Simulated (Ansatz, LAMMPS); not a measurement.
# A frame of aqueous Zn2+ and BF4-, 3.4 mol of salt per kg of water from 400 K (180 atoms): where an added charge goes, part 2 of 3

Aim: add and remove one electron in a frame of aqueous Zn2+ and BF4-, 3.4 mol of salt per kg of water from 400 K (180 atoms), with atoms held and relaxed, and read trapping energy and localisation.

Ansatz 0.2.0; Kohn-Sham DFT, PBE+D4, PAW (set soft_2), plane waves.

The cell: 6 B, 24 F, 49 O, 98 H and 3 Zn. The network of contacts between molecules at the start is that of the classical potential that made the cell. Sampling is at Γ alone, for a cell whose shortest periodic width is 12 Å. The liquid is relaxed first.

So far. Step 2 (Single point at the start): The r.m.s. force at the start is 0.77 eV/Å. Step 3 (Relaxation): The relaxation converged after 74 steps, 16.4 eV below its start, with a largest force component of 0.027 eV/Å.

### 4. Single point at the relaxed geometry

One more single point at the end of the walk gives the fuller output and checks the residual forces.

Input file input.yaml:

```yaml
crystal:
  lattice:
    - [12.19687, 0.0, 0.0]
    - [0.0, 12.19687, 0.0]
    - [0.0, 0.0, 12.19687]
  atoms:
    - { symbol: B, position: [0.29873, 0.31163, 0.08858] }
    - { symbol: F, position: [0.21687, 0.31477, 0.17063] }
    - { symbol: F, position: [0.34971, 0.20919, 0.08693] }
    - { symbol: F, position: [0.37639, 0.39564, 0.10583] }
    - { symbol: F, position: [0.24739, 0.33046, 0.98393] }
    - { symbol: B, position: [0.1467, 0.56376, 0.86117] }
    [... 168 atom lines left out ...]
    - { symbol: O, position: [0.80053, 0.21206, 0.23478] }
    - { symbol: H, position: [0.85993, 0.26533, 0.21674] }
    - { symbol: H, position: [0.73401, 0.24098, 0.19706] }
    - { symbol: Zn, position: [0.81705, 0.04577, 0.23628] }
    - { symbol: Zn, position: [0.34267, 0.25638, 0.67247] }
    - { symbol: Zn, position: [0.01777, 0.62801, 0.60358] }
kpoints:
  mp_grid: { grid: [1, 1, 1] }
hamiltonian:
  xc: pbe
  dispersion: d4
scf:
  occupations: { method: fixed }
output:
  forces: true
  stress: true
  populations: true
  dos:
    method: { smearing: { sigma: 0.15 } }
    de: 0.1
    projected: { site_lists: { B: [B], F: [F], H: [H], O: [O], Zn: [Zn] } }
  eigenvalues: true
  write_density: true
  write_potential: true
  volumetric_format: npy
```

Launch:

```bash
$ ansatz run input.yaml --threads 4 --pin off --max-ram 8192MiB --backend cpu --events-out ev --progress --plain --runs-dir out
```

Numbers of over 12 decimals in the logs are rounded to 6 here.

What it wrote:

```text
[...]
Crystal: 180 atoms, lattice volume = 1814.451 Å³
Basis set: ecut = 420 eV, 35513 PW (Γ), exchange–correlation on 180×180×180 points (8 copies of the dense FFT grid, shifted against one another)
Bands: 487, of which v1, the nominal top of the filled ones, is band 307 counted from 1 (306 counted from 0)
Symmetry: 1 space group operations
[...]
k-points: 1
[...]
SCF iter   1: F=—  HF=-59714.935152 eV  |F-HF|=—  |Δ(HF+E_count)|=         —  Δρ=2.92e-3  dr2=1.63e-1  ethr=1.77e-3  ⟨swp⟩=5.0  Hψ=1630  notcnv=0  defer=174
[...]
SCF iter   9: F=-59714.821320 eV  HF=-59714.821320 eV  |F-HF|=3.83e-9  |Δ(HF+E_count)|=   4.05e-8  Δρ=1.26e-6  dr2=2.47e-8  ethr=1.63e-11  ⟨swp⟩=21.0  Hψ=4675  notcnv=0
SCF 1 converged in 9 iterations: F = -59714.821320 eV  dr2 = 2.47e-8
[...]
WARN: The input density's exchange-correlation potential varies sharply where the density is thin. Do not read a vacuum level from v_tot or v_xc, or from such a field of the output density. On a cell that repeats whose density bears no net charge and no dipole along the vacuum's axis use v_es (v_loc + v_h of the components); [...]
SCF converged after 9 iterations
Free energy (F): -59714.821320 eV
[...]
Internal energy: -59714.821320 eV  (E = F + TS)
E sigma→0 (E₀):  -59714.821320 eV
Fermi energy:    -1.769467 eV
[...]
--- Forces (eV/Å), atoms counted from 1 ---
  atom   1  B     -0.00612449     0.01201839     0.01495877
  atom   2  F      0.00145263     0.00526725    -0.00308989
  atom   3  F      0.00337193    -0.01216796    -0.00197740
  atom   4  F     -0.00248736     0.00172851    -0.00928039
  atom   5  F      0.00081976     0.00115996    -0.00424676
  atom   6  B     -0.00226403     0.00067199     0.00599548
  atom   7  F      0.00010022    -0.00035139    -0.00083952
  atom   8  F     -0.00298544    -0.00330557    -0.00376688
  atom   9  F      0.00113238     0.00089045    -0.00107710
  atom  10  F      0.00166775    -0.00314985     0.00104490
  atom  11  B      0.00075253     0.00618421    -0.01108317
  atom  12  F      0.00012851     0.00279133    -0.00287190
  atom  13  F     -0.00287166    -0.00498364     0.00216011
  atom  14  F      0.00499047    -0.00348377     0.00331261
[...]
atom 179  Zn     0.00673294     0.00805013     0.00655920
  atom 180  Zn    -0.00139147    -0.00193131     0.00126318
  max |Σ_I F_I| component: 1.25e-4 eV/Å
--- Stress (GPa, compression-positive) ---
       -0.169576       0.056634      -0.137609
        0.056631      -0.074570       0.179703
       -0.137610       0.179702      -0.183028
  P = ⅓ Tr σ = -0.1424 GPa (-1.424 kbar)
--- Band table (eV) ---
[...]
--- Löwdin populations: 180 sites ---
  site symbol       q [e]
     0      B      2.1201
     1      F      7.3595
     2      F      7.3713
[...]
179     Zn     10.5033
  spilling = 0.009267 (of n_electrons = 614.000000)
```

The job ended after 46 s (4 threads of Arm Neoverse V1, shared host; peak memory 2.8 GiB; 3 min of CPU time).

The program notes that the exchange-correlation potential is rough where the density is thin.

The run gave:

- free energy: -59714.8213 eV
- free energy per atom: -331.7490 eV/atom
- SCF cycles: 9
- pressure: -0.1424 GPa
- r.m.s. force component: 0.00394 eV/Å
- longest force: 0.02821 eV/Å
- Fermi energy: -1.769 eV
- gap (highest filled to lowest empty level): 5.021 eV
- spilling of the projection: 0.009267

Löwdin charges by element and coordination (they lack the spilled electrons, 0.032 e an atom on average):

```csv
element,coordination,atoms,mean charge (e),spread,least,most
B,all,6,0.885,0.0061,0.878,0.893
F,all,24,-0.36,0.0104,-0.390,-0.338
H,all,98,0.395,0.0106,0.378,0.414
O,all,49,-0.697,0.0394,-0.774,-0.65
O,2,33,-0.672,0.0145,-0.707,-0.65
O,3,16,-0.749,0.0176,-0.774,-0.709
Zn,all,3,1.50,0.003,1.50,1.50
Zn,5,2,1.50,0.0031,1.50,1.50
Zn,6,1,1.50,0,1.50,1.50
```

Density of states as counts of states in windows of 1 eV (from the Fermi level), total and the larger projections:

```csv
from (eV),to (eV),total,O p,F p,H s,Zn d
-14,-8,0.0,0.0,0.0,0.0,0.0
-8,-7,15.8,5.2,6.3,2.6,0.0
-7,-6,84.9,53.4,6.6,21.9,0.3
-6,-5,48.7,13.3,23.8,3.7,0.9
-5,-4,28.9,16.1,3.2,1.9,5.0
-4,-3,65.1,25.6,17.6,2.8,15.1
-3,-2,83.2,29.3,44.1,1.5,4.5
-2,-1,72.9,38.6,30.4,0.5,1.8
-1,0,66.3,62.6,0.6,0.3,1.9
0,1,2.2,1.8,0.0,0.0,0.4
1,4,0.0,0.0,0.0,0.0,0.0
4,5,0.6,0.0,0.0,0.3,0.0
```

With fixed occupations the program's Fermi level is the highest filled level; weight inside the gap is the broadening of levels at its edges.

Between -25 and -14 eV lie 146 more states.

The levels nearest the highest filled one (over half full), pooled over k-points and spins:

```csv
level less the highest filled one (eV),occupation
-0.300,2
-0.271,2
-0.204,2
-0.179,2
-0.0824,2
0,2
5.02,0
6.19,0
6.21,0
6.33,0
6.53,0
6.58,0
```

Valence density in the ac plane at fractional y = 0.030, with atoms of B and F and O and H and Zn within 0.2 Å of it. It is the smooth field of the valence electrons, not physical close to the nuclei.

Values in units of 1e0 e/Å³, 13 rows by 16 columns, each cell a mean:
```
0.8 0.1 0.0 0.0 0.0 0.9 4.7 1.4 0.1 0.0 0.0 0.0 0.0 0.0 0.1 0.6
0.3 0.1 0.0 0.0 0.1 0.4 1.6 0.5 0.0 0.0 0.0 0.0 0.0 0.0 0.0 0.2
0.0 0.0 0.0 0.1 0.4 0.3 0.0 0.0 0.0 0.0 0.0 0.0 0.0 0.0 0.0 0.0
0.0 0.0 0.0 0.1 0.4 0.2 0.0 0.0 0.0 0.1 0.1 0.2 0.2 0.1 0.0 0.0
0.2 0.0 0.0 0.0 0.0 0.0 0.0 0.1 0.1 0.1 0.1 0.7 0.6 0.3 0.1 0.3
0.6 0.1 0.1 0.0 0.0 0.0 0.1 0.3 0.1 0.0 0.0 0.1 0.1 0.1 0.1 1.0
0.6 3.5 3.3 0.1 0.0 0.0 0.0 0.1 0.0 0.0 0.0 0.0 0.0 0.0 0.1 0.5
0.4 2.4 2.3 0.1 0.0 0.0 0.0 0.0 0.0 0.0 0.6 1.0 0.1 0.0 0.4 1.0
0.1 0.1 0.1 0.0 0.0 0.0 0.0 0.1 0.1 0.3 2.4 3.8 0.4 0.1 0.2 0.3
0.1 0.1 0.2 0.2 0.0 0.0 0.1 1.4 3.0 0.5 0.3 0.4 3.2 8.1 0.3 0.2
1.4 0.1 0.2 0.3 0.1 0.0 0.1 1.0 2.1 0.3 0.1 0.3 1.3 2.7 0.8 4.3
0.5 0.0 0.0 0.4 0.3 0.1 0.0 0.0 0.1 0.0 0.4 4.1 2.1 0.1 0.3 1.8
0.1 0.0 0.0 0.1 0.1 0.4 0.4 0.1 0.0 0.0 0.2 1.6 0.8 0.1 0.1 0.2
```
Columns run along a (12.2 Å), rows up along c (12.2 Å). Atoms in or near the plane, at fractional coordinates: B at (0.00, 0.48), F at (0.12, 0.46), O at (0.73, 0.09), O at (0.97, 0.17), O at (0.51, 0.23), H at (0.72, 0.66), O at (0.69, 0.35), H at (0.62, 0.31), H at (0.02, 0.93), O at (0.40, 0.94), H at (0.36, 0.00), Zn at (0.82, 0.24).

Electrostatic potential energy in the ac plane at fractional y = 0.030, with atoms of B and F and O and H and Zn within 0.2 Å of it. With pseudopotentials it is smooth inside the atoms' cores, unlike the true potential.

Values in eV, 13 rows by 16 columns, each cell a mean:
```
-17   2   5   5   4 -10 -37 -11   4   5   5   4   4   4   4   0
 -4   3   5   5   3   1 -11   0   5   5   5   5   5   4   4   3
  5   5   5   4   2   1   4   5   5   5   5   5   5   5   5   5
  5   5   5   4   3   4   5   5   5   5   4  -1   3   4   5   5
  5   5   5   5   5   5   5   3   4   4   2 -19  -3  -1   3   4
 -4   4   5   4   5   5   5   3   4   4   4   4   4   3   3  -7
-33 -22 -17   4   5   5   5   5   5   5   5   4   5   5   2 -24
-11 -14 -12   4   5   5   5   5   5   4  -3  -8   4   5   2 -11
  4   4   3   3   5   5   5   5   4  -5 -27 -31  -1  -1   3   3
  3   4   3   4   5   5   5  -9 -23  -3  -2  -1 -23 -32  -6   3
-12   3   3  -6   1   5   5  -6 -19   2   5   2 -14 -21  -7 -33
 -2   4   4  -5   1   5   5   4   2   4   3 -29 -15   3   1 -20
  3   4   5   4   4 -10  -4   4   4   5   4 -13  -6   4   4   1
```
Columns run along a (12.2 Å; values clipped at the 3rd and 97th percentile), rows up along c (12.2 Å). Atoms in or near the plane, at fractional coordinates: B at (0.00, 0.48), F at (0.12, 0.46), O at (0.73, 0.09), O at (0.97, 0.17), O at (0.51, 0.23), H at (0.72, 0.66), O at (0.69, 0.35), H at (0.62, 0.31), H at (0.02, 0.93), O at (0.40, 0.94), H at (0.36, 0.00), Zn at (0.82, 0.24).

Between filled and empty levels lie 5.02 eV (at Γ alone); a semilocal functional tends to put such gaps too low. In a disordered cell it changes from sample to sample and from frame to frame. Mean Löwdin charges: B +0.88, F -0.36, H +0.39, O -0.70, Zn +1.50 e (they miss 0.93 % of the electrons, so they add up to more than the cell's charge). The largest share in the top eV of filled states is O p (95 % of the projected weight), and in the lowest eV of empty states H s (57 % of the projected weight).

### 5. An extra electron, atoms held

The electron count changes by one with the atoms held: a vertical process, on a uniform background, with spin and a narrow Fermi–Dirac smearing. Its energy against the neutral cell hangs on the program's zero of potential.

Input file input.yaml:

```yaml
crystal:
  lattice:
    - [12.19687, 0.0, 0.0]
    - [0.0, 12.19687, 0.0]
    - [0.0, 0.0, 12.19687]
  atoms:
    [... the 180 atom lines of step 4 ...]
total_charge: -1
kpoints:
  mp_grid: { grid: [1, 1, 1] }
hamiltonian:
  xc: pbe
  dispersion: d4
scf:
  occupations: { method: fermi_dirac, width: 0.01 }
  lower_state_search: "off"
output:
  forces: true
  stress: true
  populations: intrinsic
  dos:
    method: { smearing: { sigma: 0.08 } }
    de: 0.1
    projected: { site_lists: { B: [B], F: [F], H: [H], O: [O], Zn: [Zn] } }
  eigenvalues: true
  write_density: true
  write_potential: true
  volumetric_format: npy
magnetization:
  spin_polarized: true
  initial_magnetization: 1
```

What it wrote:

```text
[...]
Crystal: 180 atoms, lattice volume = 1814.451 Å³
Basis set: ecut = 420 eV, 35513 PW (Γ), exchange–correlation on 180×180×180 points (8 copies of the dense FFT grid, shifted against one another)
Bands: 488, of which v1, the nominal top of the filled ones, is band 308 counted from 1 (307 counted from 0)
Symmetry: 1 space group operations
[...]
k-points: 1
[... 11 lines on functional and potentials left out ...]
Starting moments: Σ|m| = 1 μB on 180 of 180 sites
[...]
SCF iter   1: F=—  HF=-59789.795028 eV  |F-HF|=—  |Δ(HF+E_count)|=         —  Δρ=6.19e-2 (↑6.18e-2 ↓6.19e-2)  dr2=2.39e2  dr2_m=4.08e-2  M=1.000 μB ∫|m|=1.033 μB  β_m=1.00  ethr=3.10e-3  ⟨swp⟩=6.0  Hψ=4336  notcnv=0  defer=72
[...]
spin=Collinear: Resta preconditioning applied to the charge; magnetization (m = ρ↑ − ρ↓) channel mixes plain (no charge-response kernel on spin).
SCF iter   2: F=—  HF=-59728.436199 eV  |F-HF|=—  |Δ(HF+E_count)|=         —  Δρ=3.02e-2 (↑3.00e-2 ↓3.02e-2)  dr2=5.53e1  dr2_m=1.81e-2  M=0.886 μB ∫|m|=0.948 μB  β_m=0.30  ethr=3.10e-3  ⟨swp⟩=3.0  Hψ=1716  notcnv=0  defer=348
[...]
SCF iter   7: F=—  HF=-59711.645285 eV  |F-HF|=—  |Δ(HF+E_count)|=   2.88e-2  Δρ=4.65e-4 (↑4.65e-4 ↓4.23e-4)  dr2=3.84e-3  dr2_m=1.87e-3  M=0.053 μB ∫|m|=0.086 μB  β_m=0.30  ethr=9.47e-6  ⟨swp⟩=3.0  Hψ=1016  notcnv=0  defer=348
[...]
spin-set hold released at iteration 7 (site moments contracting): the magnetisation degrees of freedom join the quasi-Newton model from the next iteration; the mixer history was flushed
SCF iter   8: F=—  HF=-59711.646482 eV  |F-HF|=—  |Δ(HF+E_count)|=   1.20e-3  Δρ=3.24e-4 (↑3.24e-4 ↓2.74e-4)  dr2=1.24e-3  dr2_m=1.03e-3  M=0.037 μB ∫|m|=0.062 μB  β_m=0.57  ethr=6.24e-7  ⟨swp⟩=2.0  Hψ=1099  notcnv=0  defer=348
[...]
SCF iter  15: F=-59711.652272 eV  HF=-59711.652272 eV  |F-HF|=4.95e-10  |Δ(HF+E_count)|=   1.86e-9  Δρ=1.68e-7 (↑1.52e-7 ↓1.68e-7)  dr2=8.12e-10  dr2_m=1.47e-10  M=-0.000 μB ∫|m|=0.000 μB  ethr=1.00e-12  ⟨swp⟩=6.0  Hψ=4426  notcnv=0
WARN: the starting moments were not kept: the SCF closed with an absolute magnetisation of 4.0e-5 μB, where they sum to 1 μB in size (180 sites). That is at most 0.1 of that sum. Measured as dr2_m measures the in/out step, that magnetisation stands 3.1e-11 eV from none, [...]
SCF 1 converged in 15 iterations: F = -59711.652272 eV  dr2 = 8.12e-10
[...]
SCF converged after 15 iterations
Magnetization: -0.0000 μB (307.5000 up, 307.5000 down)
Absolute magnetization: 0.0000 μB (∫|ρ↑−ρ↓|, with the PAW one-centre terms)
[...]
Per-site moments (μB) at R_I (Å): [(-7.05627886818889e-9, 0.575752), (2.871728431373049e-9, 0.583341), (2.087671262640784e-8, 0.575752), (1.0722837515238285e-9, 0.582107), (-9.57251859228925e-9, 0.594066), [...]
Free energy (F): -59711.652272 eV
[...]
Internal energy: -59711.638409 eV  (E = F + TS)
E sigma→0 (E₀):  -59711.645340 eV
Entropy (-TS):   -0.013863 eV (-0.077 meV/atom)
Fermi energy:    3.235415 eV
[...]
--- Forces (eV/Å), atoms counted from 1 ---
  atom   1  B     -0.01274907    -0.02979532     0.00932282
  atom   2  F      0.00798062     0.03175861    -0.01252388
  atom   3  F     -0.00296812     0.01508336     0.00223711
  atom   4  F      0.00888504     0.00424075    -0.01821175
  atom   5  F      0.00042933     0.01607159     0.00790013
  atom   6  B     -0.01699375     0.01589399    -0.03147212
  atom   7  F      0.00376340    -0.01394775     0.00664038
  atom   8  F     -0.00711068     0.01786944     0.02057266
  atom   9  F      0.02076486    -0.00924366     0.04661393
  atom  10  F      0.00707570    -0.01298992     0.01699166
  atom  11  B      0.04075344     0.01133379    -0.00301684
  atom  12  F     -0.01758061    -0.00862022    -0.00644684
  atom  13  F     -0.03578334    -0.01166483    -0.00522294
  atom  14  F     -0.00236623     0.01118192     0.00017345
[...]
atom 179  Zn    -0.01899075    -0.02678592     0.00658399
  atom 180  Zn     0.00653173     0.01301969    -0.03873271
  max |Σ_I F_I| component: 1.71e-6 eV/Å
--- Stress (GPa, compression-positive) ---
        0.088955       0.062982      -0.136244
        0.062980       0.167128       0.176251
       -0.136245       0.176250       0.045541
  P = ⅓ Tr σ = 0.1005 GPa (1.005 kbar)
--- Band table (eV) ---
[...]
--- intrinsic populations: 180 sites ---
  site symbol       q [e]    m [muB]
     0      B      2.1505    -0.0000
     1      F      7.4054    -0.0000
     2      F      7.4219     0.0000
[...]
179     Zn     10.5447     0.0000
  spilling = 0.000000 (of n_electrons = 615.000000)
```

The job ended after 2.1 min (4 threads; peak memory 4.7 GiB).

The program notes that starting moments were not kept.

An extra electron, atoms held: the energy stands 3.17 eV above that of the reference. An odd electron should give 1 μB; this run ended with the carrier shared between both spins.

The levels nearest the highest filled one (over half full), pooled over k-points and spins:

```csv
level less the highest filled one (eV),occupation
-4.98,1
-4.98,1
0,0.5
0,0.5
1.19,0
1.19,0
1.20,0
1.20,0
```

### 6. An extra electron, atoms relaxed

The atoms now respond to the charge; the energy gained comes from screening by the atoms, from trapping if the charge localises, and from any strain left in the reference.

input.yaml, the sections that differ from step 5:

```yaml
output:
  forces: true
relax:
  f_tol: 0.05
  max_steps: 90
# crystal, total_charge, kpoints, hamiltonian, scf, magnetization: as in step 5
```

What it wrote:

```text
[...]
Crystal: 180 atoms, lattice volume = 1814.451 Å³
Basis set: ecut = 420 eV, 35513 PW (Γ), exchange–correlation on 180×180×180 points (8 copies of the dense FFT grid, shifted against one another)
Bands: 488, of which v1, the nominal top of the filled ones, is band 308 counted from 1 (307 counted from 0)
Symmetry: 1 space group operations
[...]
k-points: 1
[... 11 lines on functional and potentials left out ...]
Starting moments: Σ|m| = 1 μB on 180 of 180 sites
[...]
SCF iter   1: F=—  HF=-59789.795028 eV  |F-HF|=—  |Δ(HF+E_count)|=         —  Δρ=6.19e-2 (↑6.18e-2 ↓6.19e-2)  dr2=2.39e2  dr2_m=4.08e-2  M=1.000 μB ∫|m|=1.033 μB  β_m=1.00  ethr=3.10e-3  ⟨swp⟩=6.0  Hψ=4336  notcnv=0  defer=72
[...]
SCF iter  12: F=-59711.652272 eV  HF=-59711.652272 eV  |F-HF|=1.40e-7  |Δ(HF+E_count)|=   1.41e-6  Δρ=4.99e-6 (↑3.36e-6 ↓4.99e-6)  dr2=4.05e-7  dr2_m=1.54e-7  M=0.000 μB ∫|m|=0.001 μB  ethr=4.07e-10  ⟨swp⟩=1.0  Hψ=2238  notcnv=0
[...]
SCF 1 converged in 12 iterations: F = -59711.652272 eV  dr2 = 4.05e-7
[...]
relax step   1: F+E_penalty+E_count = -59711.65227155 eV  Δ(F+E_penalty+E_count) = +0.000e0 eV  max|allowed force component| = 9.454e-2 eV/Å  Δτ_max = 0.0000 Å  (12 SCF iters, dr2 threshold 6.25e-5 eV, accepted)
[...]
Starting moments: Σ|m| = 1 μB on 180 of 180 sites; this step starts from the density that it was given
[...]
SCF iter   7: F=-59711.662973 eV  HF=-59711.662973 eV  |F-HF|=8.46e-9  |Δ(HF+E_count)|=   4.64e-8  Δρ=1.32e-6 (↑1.32e-6 ↓1.29e-6)  dr2=5.16e-8  dr2_m=1.86e-10  M=0.000 μB ∫|m|=0.000 μB  ethr=1.63e-11  ⟨swp⟩=4.0  Hψ=2490  notcnv=0
the starting moments were not kept: the SCF closed with an absolute magnetisation of 4.7e-5 μB, where they sum to 1 μB in size (180 sites). That is at most 0.1 of that sum. Measured as dr2_m measures the in/out step, that magnetisation stands 2.3e-11 eV from none, at or under the dr2_threshold of 1.0e-7 eV: it is no larger than a step whose dr2_m would equal this threshold.
SCF 2 converged in 7 iterations: F = -59711.662973 eV  dr2 = 5.16e-8
relax step   2: F+E_penalty+E_count = -59711.66297307 eV  Δ(F+E_penalty+E_count) = -1.070e-2 eV  max|allowed force component| = 4.644e-2 eV/Å  Δτ_max = 0.0304 Å  (7 SCF iters, accepted)
SCF converged after 7 iterations
Magnetization: 0.0000 μB (307.5000 up, 307.5000 down)
Absolute magnetization: 0.0000 μB (∫|ρ↑−ρ↓|, with the PAW one-centre terms)
[...]
Per-site moments (μB) at R_I (Å): [(-7.782882660866653e-10, 0.575665), (3.186824401696769e-8, 0.583339), (7.657085180652789e-8, 0.575665), (-6.796932884153516e-8, 0.582139), (5.140595040288466e-10, 0.594045), [...]
Free energy (F): -59711.662973 eV
[...]
Internal energy: -59711.649110 eV  (E = F + TS)
E sigma→0 (E₀):  -59711.656042 eV
Entropy (-TS):   -0.013863 eV (-0.077 meV/atom)
Fermi energy:    3.219635 eV
[...]
--- Forces (eV/Å), atoms counted from 1 ---
  atom   1  B     -0.01822026    -0.01663097     0.00782144
  atom   2  F      0.00967447     0.02223581    -0.01522698
  atom   3  F     -0.00066606     0.00122979    -0.00167663
  atom   4  F      0.01397125     0.00933022    -0.00915907
  atom   5  F     -0.00285666     0.00270860     0.00493462
  atom   6  B     -0.01104060     0.01620333    -0.03292028
  atom   7  F      0.00263985    -0.00493262     0.00186601
  atom   8  F     -0.00524566     0.00915643     0.00400835
  atom   9  F      0.01858890    -0.01122960     0.03058515
  atom  10  F      0.00495576    -0.00488665     0.02402140
  atom  11  B      0.02479280     0.01050047    -0.01391971
  atom  12  F     -0.01349758    -0.01422119     0.00007675
  atom  13  F     -0.02051585    -0.00917870    -0.00295244
  atom  14  F     -0.00181860     0.00821638     0.00271218
[...]
atom 179  Zn    -0.01875585    -0.01008624     0.01704470
  atom 180  Zn    -0.00397977     0.01466614    -0.02743690
  max |Σ_I F_I| component: 8.37e-5 eV/Å
--- Relaxed structure (2 steps of the walk, 2 accepted, 0 SCFs on fresh bases) ---
  F+E_penalty+E_count = -59711.66297307 eV   max|allowed force component| = 4.644e-2 eV/Å
  atoms:
    - { symbol: B, position: [0.299117, 0.312354, 0.088362] }
    - { symbol: F, position: [0.217491, 0.316011, 0.170623] }
    - { symbol: F, position: [0.349824, 0.209796, 0.086839] }
    - { symbol: F, position: [0.377085, 0.396190, 0.105100] }
[...]
- { symbol: Zn, position: [0.017715, 0.627787, 0.603668] }
```

Wall time 2 min (4 threads); peak memory 4.6 GiB; 7.7 min of CPU time.

The relaxation converged after 2 steps, 0.0107 eV below its start, with a largest force component of 0.046 eV/Å.

An extra electron, atoms relaxed: the energy stands 3.16 eV above that of the reference. An odd electron should give 1 μB; this run ended with the carrier shared between both spins.

[end of part 2 of 3]

[Logs are printed without paths, hosts, clocks, repeated set-up lines and the standing remarks that a program may print on its own settings, such as how far it seeks lower states.]

[Hosts, paths, dates, database ids (printed as entryN), source tags and the programs' standing remarks are cut or masked in the printed files.]
